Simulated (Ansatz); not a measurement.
# NaCuBr3 (cubic perovskite) (Pm-3m): how robust is the cRPA U?, part 2 of 2

Wanted: the sensitivity and cost of U and J for NaCuBr3 (cubic perovskite) (Pm-3m).

Ansatz 0.2.0; constrained RPA on PBEsol, plane waves, PAW.

So far. Step 3 (Changed: 2×2×2 mesh): On the Cu d shell, screening brings the on-site interaction from 27.2 eV down to U = 8.03 eV. Step 5 (Changed: accuracy high): On the Cu d shell, screening brings the on-site interaction from 27.2 eV down to U = 8.23 eV.

The structure was built from a prototype and need not be the compound's stable phase.

## 6. Changed: a wide Fermi-Dirac smearing

input.yaml

```yaml
crystal:
  lattice:
    - [0.0, -5.01272571, 0.0]
    - [0.0, 0.0, 5.01272571]
    - [-5.01272571, 0.0, 0.0]
  atoms:
    - { symbol: Na, position: [0.0, 0.0, 0.0] }
    - { symbol: Cu, position: [0.5, 0.5, 0.5] }
    - { symbol: Br, position: [0.5, 0.5, 0.0] }
    - { symbol: Br, position: [0.5, 0.0, 0.5] }
    - { symbol: Br, position: [0.0, 0.5, 0.5] }
kpoints:
  mp_grid: { grid: [6, 6, 6] }
hamiltonian:
  xc: pbesol
scf:
  occupations: { method: fermi_dirac, width: 0.5 }
  n_extra_bands: 19
  max_iter: 150
  lower_state_search: "off"
output:
  crpa:
    kmesh: [4, 4, 4]
    target_bands: [v14, v1]
    projections: [{ species: Cu, l: d, shell: 3 }, { species: Br, l: p, shell: 4 }]
```

On the command line:

```sh
> ansatz run input.yaml --threads 4 --pin off --max-ram 9216MiB --backend cpu --events-out ev --progress --plain --runs-dir out
```

Numbers of over 12 decimals in the logs are rounded to 6 here.

What it wrote:

```text
scf.n_extra_bands = 19 over 25 filled bands (N_el = 49.0): the run solves 44 bands
Engine: ansatz 0.2.0, x86_64-unknown-linux-gnu
Pseudopotentials: kind: paw
Pseudopotential: Na, paw, valence charge 9, recommended cutoff 420 eV (normal), Na.paw.azcp
Pseudopotential: Cu, paw, valence charge 19, recommended cutoff 420 eV (normal), Cu.paw.azcp
Pseudopotential: Br, paw, valence charge 7, recommended cutoff 420 eV (normal), Br.paw.azcp
[...]
k-point 2: bands = [... 21 lower, 2.9889, 3.0527, 3.1693, 3.1693, 7.6766, 8.7421, 10.2236, 11.9478, ... 15 higher]
  k-point 19: bands = [... 21 lower, 3.8421, 3.8421, 5.2285, 5.2285, 7.5642, 9.9326, 9.9326, 9.9326, ... 15 higher]
Error: cRPA refused: cRPA: band c1 at k-index 0 must be full below output.crpa.target_bands = [v14, v1] or empty above, but its occupation deviates by 1.16e-1 of a full band (tolerance 1e-3). Include the band in the window or, for the tail of a fermi_dirac temperature, lower scf.occupations.width or leave the width out
[key lines of the parts left out:]
SCF converged after 7 iterations
Free energy (F): -16278.262345 eV
Fermi energy:    4.852553 eV
```

Run time: 1.4 s. Hardware: 4 threads of AMD EPYC 9R45, shared host; peak memory 0.6 GiB.

The self-consistent loop converged; the step after it was not made. The program's words: cRPA refused: cRPA: band c1 at k-index 0 must be full below output.crpa.target_bands = [v14, v1] or empty above, but its occupation deviates by 1.16e-1 of a full band (tolerance 1e-3). Include the band in the window or, for the tail of a fermi_dirac temperature, lower scf.occupations.width or leave the width out

The fault put into this input: a wide Fermi-Dirac smearing.

## 7. Changed: r2SCAN

This step: constrained RPA on r2SCAN, plane waves, PAW.

input.yaml, as its differences from that of step 6:

```diff
@@ -14,5 +14,5 @@
 hamiltonian:
-  xc: pbesol
+  xc: r2scan
 scf:
-  occupations: { method: fermi_dirac, width: 0.5 }
+  occupations: { method: gaussian, width: 0.08 }
   n_extra_bands: 19
```

What it wrote:

```text
[...]
Crystal: 5 atoms, lattice volume = 125.957 Å³
Basis set: ecut = 500 eV, 3191 PW (Γ), exchange–correlation on 160×160×160 points (64 copies of the dense FFT grid, shifted against one another)
Bands: 44, of which v1, the nominal top of the filled ones, is band 25 counted from 1 (24 counted from 0)
Symmetry: 48 space group operations
[...]
k-points: 20 of 216
[...]
screened: U = 5.2508 eV, U' = 4.3046 eV, J = 0.4425 eV
      screened, to within: U = 8.3e-3 eV, U' = 8.3e-3 eV, J = 9.3e-4 eV
      bare: V = 12.0684 eV, V' = 10.6632 eV, J = 0.6552 eV
    Site 4, 4P, 3 of 3 p orbitals (Wannier functions 12, 13, 14; wannier90's mr 1, 2, 3):
      screened: U = 5.2508 eV, U' = 4.3046 eV, J = 0.4425 eV
      screened, to within: U = 8.3e-3 eV, U' = 8.3e-3 eV, J = 9.3e-4 eV
      bare: V = 12.0684 eV, V' = 10.6632 eV, J = 0.6552 eV
[...]
[key lines of the parts left out:]
SCF converged after 9 iterations
Free energy (F): -16502.595227 eV
Fermi energy:    4.176310 eV
```

It took 3.7 min on 4 threads; peak memory 1.4 GiB.

Numbers from this step:

* U: 9.042 eV
* U prime (inter-orbital): 7.455 eV
* J: 0.7947 eV
* bare V: 27.43 eV
* bare J: 0.9511 eV
* stated bound on U: 0.02158 eV
* U over bare V: 0.3297
* electrons in the window: 27.00
* head of the constrained inverse dielectric matrix: 0.3305
* least eigenvalue of the projection's overlap: 0.6883
* target functions: 14
* bands in the sums: 50
* width of the target bands: 7.373 eV
* weight of the projected orbitals in the window: 0.9687

On the Cu d shell, screening brings the on-site interaction from 27.4 eV down to U = 9.04 eV.

## 8. Changed: PBE

This step: constrained RPA on PBE, plane waves, PAW.

input.yaml, as its differences from that of step 7:

```diff
@@ -14,3 +14,3 @@
 hamiltonian:
-  xc: r2scan
+  xc: pbe
 scf:
```

What it wrote:

```text
[...]
Crystal: 5 atoms, lattice volume = 125.957 Å³
Basis set: ecut = 420 eV, 2517 PW (Γ)
Bands: 44, of which v1, the nominal top of the filled ones, is band 25 counted from 1 (24 counted from 0)
Symmetry: 48 space group operations
[...]
k-points: 20 of 216
[...]
screened: U = 4.8560 eV, U' = 3.9357 eV, J = 0.4289 eV
      screened, to within: U = 6.5e-3 eV, U' = 6.4e-3 eV, J = 7.5e-4 eV
      bare: V = 11.9717 eV, V' = 10.5796 eV, J = 0.6468 eV
    Site 4, 4P, 3 of 3 p orbitals (Wannier functions 12, 13, 14; wannier90's mr 1, 2, 3):
      screened: U = 4.8560 eV, U' = 3.9357 eV, J = 0.4289 eV
      screened, to within: U = 6.5e-3 eV, U' = 6.4e-3 eV, J = 7.5e-4 eV
      bare: V = 11.9717 eV, V' = 10.5796 eV, J = 0.6468 eV
[...]
[key lines of the parts left out:]
SCF converged after 8 iterations
Free energy (F): -16464.551676 eV
Fermi energy:    4.457103 eV
```

Run time: 2.9 min. Hardware: 4 threads; peak memory 1.1 GiB.

Numbers from this step:

```yaml
u: 8.352 eV
u_prime_inter_orbital: 6.789 eV
j: 0.7818 eV
bare_v: 27.22 eV
bare_j: 0.9409 eV
stated_bound_on_u: 0.02700 eV
u_over_bare_v: 0.3068
electrons_in_the_window: 27.00
head_of_the_constrained_inverse_dielectric_matrix: 0.2956
least_eigenvalue_of_the_projection_s_overlap: 0.6593
target_functions: 14
bands_in_the_sums: 50
width_of_the_target_bands: 7.245 eV
weight_of_the_projected_orbitals_in_the_window: 0.9661
```

On the Cu d shell, screening brings the on-site interaction from 27.2 eV down to U = 8.35 eV.

## 9. Side by side

Times are wall times on 4 threads of AMD EPYC 9R45, shared host, good to a factor of about two.

```csv
run,bare V (eV),U (eV),J (eV),bound on U (eV),width (eV),time
target window,27.17,8.227,0.779,0.0269,7.30,2.8 min
2×2×2 mesh,27.20,8.034,0.779,0.0262,7.30,14 s
accuracy high,27.17,8.234,0.779,0.0022,7.30,5.6 min
r2SCAN,27.43,9.042,0.795,0.0216,7.37,3.7 min
PBE,27.22,8.352,0.782,0.0270,7.24,2.9 min
```

## 10. Outcome

```
target window : U 8.23 eV, J 0.78 eV
2×2×2 mesh    : U 8.03 eV, J 0.78 eV
accuracy high : U 8.23 eV, J 0.78 eV
r2SCAN        : U 9.04 eV, J 0.79 eV
PBE           : U 8.35 eV, J 0.78 eV
```

2×2×2 mesh moves U by −0.19 eV at 0.081 times the time. Accuracy high moves U by +0.01 eV (within the solver's bounds, for the mean over orbitals). r2SCAN moves U by +0.81 eV. PBE moves U by +0.13 eV. The printed bound covers the solver alone, not the mesh, and no denser mesh than the base was run. The parent state is non-magnetic and the interaction static (zero frequency); U depends on the window and the orbitals, so it belongs to this model alone. A window that holds the anion p bands defines a model with explicit ligands; its U belongs to that model and is not the U of DFT+U.

[Paths, hosts, dates, memory and timing lines, banners, echoed tables and standing remarks are left out of the program output.]

[Logs are printed without paths, hosts, clocks, repeated set-up lines and the standing remarks that a program may print on its own settings, such as how far it seeks lower states.]

[Runs of the session that timed out or met a known fault of the program may be left out.]

[Hosts, paths, dates, database ids (printed as entryN), source tags and the programs' standing remarks are cut or masked in the printed files.]
